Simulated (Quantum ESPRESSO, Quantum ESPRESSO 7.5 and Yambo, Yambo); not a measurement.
# Quasiparticle gap of InP (F-43m) in Yambo

Wanted: ground state, empty states, screening and self-energy for InP (F-43m).

Calculated with Quantum ESPRESSO 7.5 and Yambo 5.3.0; PBE and many-body steps on it, plane waves.

This is a report of a sequence of runs, with most program output left out.

The database entry behind the starting cell differs from later determinations by our own check (0.1 to 0.3 % short, probably kX units), so it need not match the best structure at ambient conditions.

**1. The starting structure**

It takes space group F-43m (No. 216, cubic). The conventional cell has a = 5.861 Å, b = 5.861 Å, c = 5.861 Å, α = 90.00°, β = 90.00°, γ = 90.00°. Nearest to In lie 4 P at 2.54 Å. Nearest to P lie 4 In at 2.54 Å. Farther neighbours are not listed.

The cell and positions come from the Crystallography Open Database and are kept as given unless a step says otherwise.

**2. Ground state**

This step: Quantum ESPRESSO 7.5; DFT, PBE, plane waves, norm-conserving pseudopotentials.

The ground-state density comes first.

Contents of pw.in:

```
&control
  calculation = 'scf'
  prefix = 'x'
  outdir = 'o'
  pseudo_dir = 'pseudo'
/
&system
  ibrav = 0
  nat = 2
  ntyp = 2
  ecutwfc = 80.0
  nbnd = 18
  force_symmorphic = .true.
/
&electrons
  conv_thr = 1e-10
  electron_maxstep = 80
  mixing_beta = 0.5
/
ATOMIC_SPECIES
  In 114.82 In.upf
  P 30.974 P.upf
CELL_PARAMETERS angstrom
  -0.0000000000 2.9305000000 2.9305000000
  2.9305000000 -0.0000000000 2.9305000000
  2.9305000000 2.9305000000 -0.0000000000
ATOMIC_POSITIONS crystal
  In 0.0000000000 0.0000000000 0.0000000000
  P 0.2500000000 0.2500000000 0.2500000000
K_POINTS automatic
  6 6 6 0 0 0
```

On the command line:

```console
> OMP_NUM_THREADS=1 mpirun -n 8 pw.x -nk 8 -in pw.in > pw.out
```

Elapsed: 3.7 s, on 8 MPI ranks of Arm Neoverse V1, shared host; peak memory 0.46 GiB.

This step gave:

```yaml
total_energy: -5616.0406 eV
gap: 0.7080 eV
k_of_the_valence_top: 0, 0, 0
k_of_the_conduction_bottom: 0, 0, 0
least_direct_gap: 0.7080 eV
```

The gap is direct, at Γ.

**3. Bands along the symmetry lines**

The cheap functional maps the bands first; the places of the edges decide which points the dearer methods must see.

Contents of pw.in:

```
&control
  calculation = 'bands'
  prefix = 'x'
  outdir = 'o'
  pseudo_dir = 'pseudo'
/
&system
  ibrav = 0
  nat = 2
  ntyp = 2
  ecutwfc = 80.0
  nbnd = 19
  force_symmorphic = .true.
/
&electrons
  conv_thr = 1e-9
  electron_maxstep = 80
  diago_full_acc = .true.
  diago_thr_init = 5e-6
/
ATOMIC_SPECIES
  In 114.82 In.upf
  P 30.974 P.upf
CELL_PARAMETERS angstrom
  -0.0000000000 2.9305000000 2.9305000000
  2.9305000000 -0.0000000000 2.9305000000
  2.9305000000 2.9305000000 -0.0000000000
ATOMIC_POSITIONS crystal
  In 0.0000000000 0.0000000000 0.0000000000
  P 0.2500000000 0.2500000000 0.2500000000
K_POINTS crystal
  50
  0.00000000 0.00000000 0.00000000 1
  -0.06250000 -0.06250000 0.00000000 1
  -0.12500000 -0.12500000 0.00000000 1
  -0.18750000 -0.18750000 0.00000000 1
  -0.25000000 -0.25000000 0.00000000 1
  -0.31250000 -0.31250000 0.00000000 1
  -0.37500000 -0.37500000 0.00000000 1
  -0.43750000 -0.43750000 0.00000000 1
  -0.50000000 -0.50000000 0.00000000 1
  -0.48437500 -0.48437500 0.03125000 1
  -0.46875000 -0.46875000 0.06250000 1
  -0.45312500 -0.45312500 0.09375000 1
  -0.43750000 -0.43750000 0.12500000 1
  -0.42187500 -0.42187500 0.15625000 1
  -0.40625000 -0.40625000 0.18750000 1
  -0.39062500 -0.39062500 0.21875000 1
  -0.37500000 -0.37500000 0.25000000 1
  -0.37500000 0.00000000 0.37500000 1
  -0.32812500 0.00000000 0.32812500 1
  -0.28125000 0.00000000 0.28125000 1
  -0.23437500 0.00000000 0.23437500 1
  -0.18750000 0.00000000 0.18750000 1
  -0.14062500 0.00000000 0.14062500 1
  -0.09375000 0.00000000 0.09375000 1
  -0.04687500 0.00000000 0.04687500 1
  0.00000000 0.00000000 0.00000000 1
  0.00000000 0.00000000 0.06250000 1
  0.00000000 0.00000000 0.12500000 1
  0.00000000 0.00000000 0.18750000 1
  0.00000000 0.00000000 0.25000000 1
  0.00000000 0.00000000 0.31250000 1
  0.00000000 0.00000000 0.37500000 1
  0.00000000 0.00000000 0.43750000 1
  -0.00000000 -0.00000000 0.50000000 1
  -0.06250000 -0.03125000 0.46875000 1
  -0.12500000 -0.06250000 0.43750000 1
  -0.18750000 -0.09375000 0.40625000 1
  -0.25000000 -0.12500000 0.37500000 1
  -0.31250000 -0.15625000 0.34375000 1
  -0.37500000 -0.18750000 0.31250000 1
  -0.43750000 -0.21875000 0.28125000 1
  -0.50000000 -0.25000000 0.25000000 1
  -0.50000000 -0.28125000 0.21875000 1
  -0.50000000 -0.31250000 0.18750000 1
  -0.50000000 -0.34375000 0.15625000 1
  -0.50000000 -0.37500000 0.12500000 1
  -0.50000000 -0.40625000 0.09375000 1
  -0.50000000 -0.43750000 0.06250000 1
  -0.50000000 -0.46875000 0.03125000 1
  -0.50000000 -0.50000000 0.00000000 1
```

Run time: 3.4 s. Hardware: 8 MPI ranks; peak memory 0.41 GiB; 26 s of CPU time.

This step gave:

- gap: 0.7080 eV
- k of the valence top: 0, 0, 0
- k of the conduction bottom: 0, 0, 0
- least direct gap: 0.7080 eV

The gap is 0.708 eV, as in the run before at this level.

The electronic bands at the labelled points (eV, zero at the top of the highest filled band):

```
    point  band 10  band 11  band 12  band 13  band 14  band 15  band 16  band 17
        Γ   -11.52     0.00     0.00     0.00     0.71     4.09     4.09     4.09
  halfway   -10.62    -3.34    -1.41    -1.41     2.49     3.13     6.38     6.38
        X    -9.14    -5.75    -2.32    -2.32     1.76     2.27     9.23     9.59
  halfway    -9.13    -5.71    -2.75    -2.22     2.04     2.87     8.40     8.71
        U    -9.15    -5.61    -3.30    -1.94     2.36     4.39     7.52     7.54
jump to K    -9.15    -5.61    -3.30    -1.94     2.36     4.39     7.52     7.54
  halfway   -10.53    -3.80    -2.01    -0.57     2.84     4.69     4.99     5.22
        Γ   -11.52     0.00     0.00     0.00     0.71     4.09     4.09     4.09
  halfway   -10.84    -3.44    -0.56    -0.56     1.79     4.79     4.79     5.33
        L    -9.80    -5.73    -0.97    -0.97     1.50     4.81     4.81     7.12
  halfway    -9.48    -5.54    -2.69    -1.63     3.17     4.18     5.88     7.23
        W    -9.06    -5.60    -2.95    -2.91     4.29     4.38     5.57     6.21
  halfway    -9.10    -5.68    -2.65    -2.64     2.69     3.10     7.66     7.75
        X    -9.14    -5.75    -2.32    -2.32     1.76     2.27     9.23     9.59
```

**4. Empty states on the mesh, 4×4×4 mesh, 222 bands**

The sums over transitions need many empty states on a uniform mesh; this step solves for them.

Contents of pw.in:

```
&control
  calculation = 'nscf'
  prefix = 'x'
  outdir = 'o'
  pseudo_dir = 'pseudo'
/
&system
  ibrav = 0
  nat = 2
  ntyp = 2
  ecutwfc = 80.0
  nbnd = 222
  force_symmorphic = .true.
/
&electrons
  conv_thr = 1e-9
  electron_maxstep = 80
  diago_full_acc = .true.
  diago_thr_init = 5e-6
/
ATOMIC_SPECIES
  In 114.82 In.upf
  P 30.974 P.upf
CELL_PARAMETERS angstrom
  -0.0000000000 2.9305000000 2.9305000000
  2.9305000000 -0.0000000000 2.9305000000
  2.9305000000 2.9305000000 -0.0000000000
ATOMIC_POSITIONS crystal
  In 0.0000000000 0.0000000000 0.0000000000
  P 0.2500000000 0.2500000000 0.2500000000
K_POINTS automatic
  4 4 4 0 0 0
```

On the command line:

```console
> OMP_NUM_THREADS=1 mpirun -n 8 pw.x -nk 4 -in pw.in > pw.out
```

Wall time 13 s (8 MPI ranks); peak memory 0.67 GiB.

Numbers from this step:

```
gap                                                           : 0.7080 eV
k of the valence top                                          : 0, 0, 0
k of the conduction bottom                                    : 0, 0, 0
least direct gap                                              : 0.7080 eV
k points computed                                             : 8
lowest point of the top converged band, above the valence top : 139.2771 eV
```

On this mesh the gap is 0.708 eV.

**5. Conversion and set-up**

This step: Yambo 5.3.0; conversion and set-up on PBE, plane waves, norm-conserving pseudopotentials.

The states are converted to the many-body program's format and the q mesh is built.

On the command line:

```console
> (cd o/x.save; p2y > p2y.log; mv SAVE ../..); yambo > setup.log
```

Run time: 2.8 s. Hardware: 1 MPI rank; peak memory 0.25 GiB.

**6. Screening and self-energy, 4×4×4 mesh, 222 bands, screening to 210.9 eV**

Now the one-shot GW correction: screening in the RPA, then the self-energy of the levels asked for.

This step: G0W0 on PBE, plane waves, norm-conserving pseudopotentials.

Contents of gw1.in:

```
HF_and_locXC
gw0
dyson
ppa
em1d
rim_cut
RandQpts= 1000000
RandGvec= 1 RL
EXXRLvcs= 80 Ry
VXCRLvcs= 320 Ry
Chimod= "HARTREE"
% BndsRnXp
 1 | 222 |
%
NGsBlkXp= 15.5 Ry
% LongDrXp
 1 | 1 | 1 |
%
% GbndRnge
 1 | 222 |
%
DysSolver= "n"
ExtendOut
PPAPntXp= 27.21138 eV
% QPkrange
 1 | 8 | 11 | 18 |
%
```

On the command line:

```console
> OMP_NUM_THREADS=1 mpirun -n 8 yambo -F gw1.in -J gw1 -C gw1 > gw1.log
```

The job ended after 12 min (8 MPI ranks; peak memory 3.9 GiB).

Numbers from this step:

| Quantity | Value |
| --- | --- |
| G0W0 gap on the mesh | 1.407 eV |
| starting gap on the mesh | 0.7080 eV |
| k of the valence top | 0, 0, 0 |
| k of the conduction bottom | 0, 0, 0 |
| least direct G0W0 gap on the computed points | 1.407 eV |
| Z at the valence top | 0.7804 |
| Z at the conduction bottom | 0.7940 |

The gap on the mesh goes from 0.71 eV to 1.41 eV, a correction of +0.70 eV.

Limits: finite bands, cutoff and mesh; no spin-orbit coupling; coarse k mesh. v1 is the top filled band, c1 the lowest empty one. The levels before and after the correction (eV, zero at the valence-band top of each column):

```csv
,conduction bottom,valence top
Kohn-Sham,0.71,0.00
G0W0,1.41,0.00
```

```csv
,level,energy (eV)
Kohn-Sham,Γ v3-v1,0.000
Kohn-Sham,Γ c1,0.708
Kohn-Sham,Γ c2-c4,4.089
G0W0,Γ v3-v1,0.000
G0W0,Γ c1,1.407
G0W0,Γ c2-c4,4.900
```

**7. Where the time went**

Times are wall times on the hardware named with each run, good to a factor of about two.

```
                          step    time  share  memory (GiB)
                  ground state   3.7 s    0 %          0.46
bands along the symmetry lines   3.4 s    0 %          0.41
      empty states on the mesh    13 s    2 %          0.67
         conversion and set-up   2.8 s    0 %          0.25
     screening and self-energy  12 min   97 %           3.9
```

**8. What came out**

```yaml
pbe_gap: 0.71 eV, direct
g0w0_gap_on_the_mesh: 1.41 eV
gw_settings: 4×4×4 mesh, 222 bands, screening to 210.9 eV, Godby-Needs plasmon pole
known_limits: not at the basis limit; no spin-orbit coupling; coarse k mesh
```

In words: G0W0 moves the gap on the mesh from 0.71 eV to 1.41 eV (+0.70 eV), with Z of 0.78 and 0.79 at the edges. The dearest step here is «screening and self-energy». Bands and cutoff are finite, so the gap is not at the basis limit. The miss can reach some tenths of an eV and take either sign; the mesh is an error of its own. The 4×4×4 mesh is coarse for this cell, which bears on the long-range parts of exchange and screening. The many-body steps are scalar-relativistic: spin-orbit coupling is not in them.

[Paths, hosts, dates, memory and timing lines, banners, echoed tables and standing remarks are left out of the program output.]

[Logs are printed without paths, hosts, clocks, repeated set-up lines and the standing remarks that a program may print on its own settings, such as how far it seeks lower states.]

[Runs of the session that timed out or met a known fault of the program may be left out.]

[Hosts, paths, dates, database ids (printed as entryN), source tags and the programs' standing remarks are cut or masked in the printed files.]
